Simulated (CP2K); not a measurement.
The C K edge of propane was computed by TDDFT (CP2K XAS_TDP, aug-cc-pVDZ, TDA) at these levels: PBE0, PBEh(45%) and PBEh(45%) + GW2X. The first three lines of C1 (bonded to C and 3 H) with a strength over 0.0015, energy in eV and strength:

```
run           first          second           third
  1  283.46 (0.006)  284.21 (0.017)  284.23 (0.017)
  2  289.84 (0.006)  290.59 (0.017)  290.61 (0.016)
  3  276.94 (0.003)  277.63 (0.005)  277.67 (0.006)
```

Q: Which run is which?

Run 1: PBEh(45%) (45 % exact exchange). Run 2: PBEh(45%) + GW2X (45 % exact exchange). Run 3: PBE0 (25 % exact exchange). Self-interaction lifts the core level, so the uncorrected lines rise with the share of exact exchange. The GW2X run keeps the spacings of its parent: 0.75 eV between the first two lines in run 2, 0.75 eV in run 1. Its shift is +6.38 eV, since the Kohn–Sham level at this share of exchange lies that far above the quasiparticle level.

[Banner, clock and machine lines of the logs are left out without a mark of their own.]

[Logs are printed without paths, hosts, clocks, repeated set-up lines and the standing remarks that a program may print on its own settings, such as how far it seeks lower states.]

[Hosts, paths, dates, database ids (printed as entryN), source tags and the programs' standing remarks are cut or masked in the printed files.]
